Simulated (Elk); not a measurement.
## Fe: which magnetic order is lowest

Wanted: the moments of Fe and the energy of each order that was tried.

Calculated with Elk 11.2.3 (patched build); PBE; all-electron APW+lo, Dirac cores, scalar-relativistic bands.

This is a report of a sequence of runs, with most program output left out.

The database entry behind the starting cell differs from later determinations by our own check (an axis about 0.7 % long against later determinations), so it need not match the best structure at ambient conditions.

## (1) Starting point

It takes space group Im-3m (No. 229, cubic). The conventional cell has a = 2.886 Å, b = 2.886 Å, c = 2.886 Å, α = 90.00°, β = 90.00°, γ = 90.00°. Nearest to Fe lie 8 Fe at 2.50 Å.

As a file:

```cif
data_structure
_symmetry_space_group_name_H-M 'P 1'
_symmetry_Int_Tables_number 1
_cell_length_a 2.4993
_cell_length_b 2.4993
_cell_length_c 2.4993
_cell_angle_alpha 109.471
_cell_angle_beta 109.471
_cell_angle_gamma 109.471
_cell_volume 12.02
loop_
_atom_site_label
_atom_site_type_symbol
_atom_site_fract_x
_atom_site_fract_y
_atom_site_fract_z
_atom_site_occupancy
Fe1 Fe 0.00000 0.00000 0.00000 1
```

## (2) Run 1 (ferro +)

The parallel start comes first: it fits the smallest cell, keeps the most symmetry and shows whether parallel moments form.

The last three numbers of an atom's line are a seed field in its sphere. It points against the wanted moment and shrinks by the factor reducebf each loop.

File elk.in:

```
tasks
  0
  33
  73

xctype
  20

rgkmax
  7.0

nempty
  12

swidth
  0.001837

reducebf
  0.5

epsengy
  1e-05

maxscl
  100

lmaxi
  3

spinpol
  .true.

sppath
  './'

avec
  -2.72687479783 2.72687479783 2.72687479783
  2.72687479783 -2.72687479783 2.72687479783
  2.72687479783 2.72687479783 -2.72687479783

atoms
  1
  'Fe.in'
  1
  0.0000000000 0.0000000000 0.0000000000   0.000000 0.000000 -0.140000

ngridk
  14 14 14

plot3d
  0 0 0
  1 0 0
  0 1 0
  0 0 1
  13 13 13
```

On the command line:

```bash
$ OMP_NUM_THREADS=2 elk
```

It took 16 s on 2 threads of AMD EPYC 9R45, shared host; peak memory 0.1 GiB; 30 s of CPU time.

Numbers from this step:

* density of states at the Fermi level: 0.9382 states/eV/cell
* moment between the spheres: -0.04603 μB
* magnetization: 2.258 μB
* final state: ferromagnetic
* largest moment: 2.304 μB

After 18 cycles the largest moment stands at 2.30 μB.

## (3) Run 2 (antiferro q=(0,0,1/2) +-)

Reversing part of the moments tests the sign of the couplings between them.

This order needs a doubled cell of 2 atoms. Its mesh is chosen so that both cells sample the same points.

File elk.in:

```
tasks
  0

xctype
  20

rgkmax
  7.0

nempty
  12

swidth
  0.001837

reducebf
  0.5

epsengy
  1e-05

maxscl
  100

lmaxi
  3

spinpol
  .true.

sppath
  './'

avec
  -2.72687479783 2.72687479783 2.72687479783
  2.72687479783 -2.72687479783 2.72687479783
  5.45374959567 5.45374959567 -5.45374959567

atoms
  1
  'Fe.in'
  2
  0.0000000000 0.0000000000 0.0000000000   0.000000 0.000000 -0.140000
  0.0000000000 0.0000000000 0.5000000000   0.000000 0.000000 0.140000

ngridk
  14 14 7
```

On the command line:

```bash
$ OMP_NUM_THREADS=2 elk
```

Elapsed: 2.5 min, on 2 threads; peak memory 0.2 GiB.

Numbers from this step:

```yaml
density_of_states_at_the_fermi_level: 3.354 states/eV/cell
moment_between_the_spheres: 0 μB
magnetization: 0 μB
final_state: antiferromagnetic
largest_moment: 2.141 μB
```

It lies 214 meV a seeded atom over the first start, and its largest moment is 2.14 μB against 2.30 μB.

## (4) Run 3 (antiferro q=(1/2,1/2,1/2) +-)

An opposed order shows whether the pairs that it reverses prefer unlike signs.

This order needs a doubled cell of 2 atoms. Its mesh is chosen so that both cells sample the same points.

File elk.in:

```
tasks
  0

xctype
  20

rgkmax
  7.0

nempty
  12

swidth
  0.001837

reducebf
  0.5

epsengy
  1e-05

maxscl
  100

lmaxi
  3

spinpol
  .true.

sppath
  './'

avec
  -5.45374959567 5.45374959567 5.45374959567
  0.00000000000 0.00000000000 5.45374959567
  0.00000000000 5.45374959567 0.00000000000

atoms
  1
  'Fe.in'
  2
  0.0000000000 0.0000000000 0.0000000000   0.000000 0.000000 -0.140000
  0.5000000000 0.0000000000 0.0000000000   0.000000 0.000000 0.140000

ngridk
  7 14 14
```

On the command line:

```bash
$ OMP_NUM_THREADS=2 elk
```

The job ended after 44 s (2 threads; peak memory 0.17 GiB).

Spin moment in the muffin-tin sphere by atom:

| atom | spin moment in the muffin-tin sphere (μB) |
| --- | --- |
| Fe1 | 1.82 |
| Fe2 | -1.82 |

Read from the output:

```yaml
density_of_states_at_the_fermi_level: 5.420 states/eV/cell
moment_between_the_spheres: 0 μB
magnetization: 0 μB
final_state: antiferromagnetic
```

It lies 453 meV a seeded atom over the first start, and its largest moment is 1.82 μB against 2.30 μB.

## (5) Order 4, typed as no spin polarisation

This run holds no moments, which gives a state to set the others against.

File elk.in:

```
tasks
  0

xctype
  20

rgkmax
  7.0

nempty
  12

swidth
  0.001837

epsengy
  1e-05

maxscl
  100

lmaxi
  3

sppath
  './'

avec
  -2.72687479783 2.72687479783 2.72687479783
  2.72687479783 -2.72687479783 2.72687479783
  2.72687479783 2.72687479783 -2.72687479783

atoms
  1
  'Fe.in'
  1
  0.0000000000 0.0000000000 0.0000000000   0.000000 0.000000 0.000000

ngridk
  14 14 14
```

On the command line:

```bash
$ OMP_NUM_THREADS=2 elk
```

The job ended after 3.1 s (2 threads; peak memory 0.05 GiB).

Numbers from this step:

```
density of states at the Fermi level : 3.854 states/eV/cell
final state                          : non-magnetic (no spin polarisation)
```

It lies 577 meV a seeded atom over the first start.

## (6) The states side by side

These are free energies at a smearing of 0.05 eV, so its entropy term is in the differences. They are divided by the number of seeded atoms, so that cells of unlike size compare. Wavevectors q in the names are fractions of the reciprocal vectors of the first run's cell.

Orders:

| start | final state | typed order kept | energy over the lowest (meV a seeded atom) | largest sphere moment (μB) | net moment (μB a primitive cell) | DOS at the Fermi level (states/eV a primitive cell) | mesh matched | CPU time (s) |
| --- | --- | --- | --- | --- | --- | --- | --- | --- |
| ferro + | ferromagnetic | yes | 0 | 2.304 | 2.258 | 0.9382 | yes | 30.28 |
| antiferro q=(0,0,1/2) +- | antiferromagnetic | yes | 213.6 | 2.141 | 0 | 1.677 | yes | 296 |
| antiferro q=(1/2,1/2,1/2) +- | antiferromagnetic | yes | 453.3 | 1.82 | 0 | 2.71 | yes | 85.4 |
| no spin polarisation | non-magnetic | - | 577 | 0 | 0 | 3.854 | yes | 5.19 |

## (7) Results

```yaml
lowest_state_found: ferromagnetic (typed ferro +)
largest_site_moment: 2.30 μB
next_state: antiferromagnetic, 214 meV a seeded atom higher
energy_gained_by_spin_polarisation: 577 meV a seeded atom
```

What this shows: The lowest state found is ferromagnetic, reached from the start ferro +, with moments up to 2.30 μB. The next state costs 214 meV a seeded atom. This is the lowest of 4 finished starts, no proof of the ground state.

[Logs and program files are shortened in this print: banners, set-up blocks, solver, clock and traceback lines can be left out without a mark of their own.]

[Logs are printed without paths, hosts, clocks, repeated set-up lines and the standing remarks that a program may print on its own settings, such as how far it seeks lower states.]

[Hosts, paths, dates, database ids (printed as entryN), source tags and the programs' standing remarks are cut or masked in the printed files.]

[Where a cell is said to come from a database of computed structures, the database is the Materials Project.]
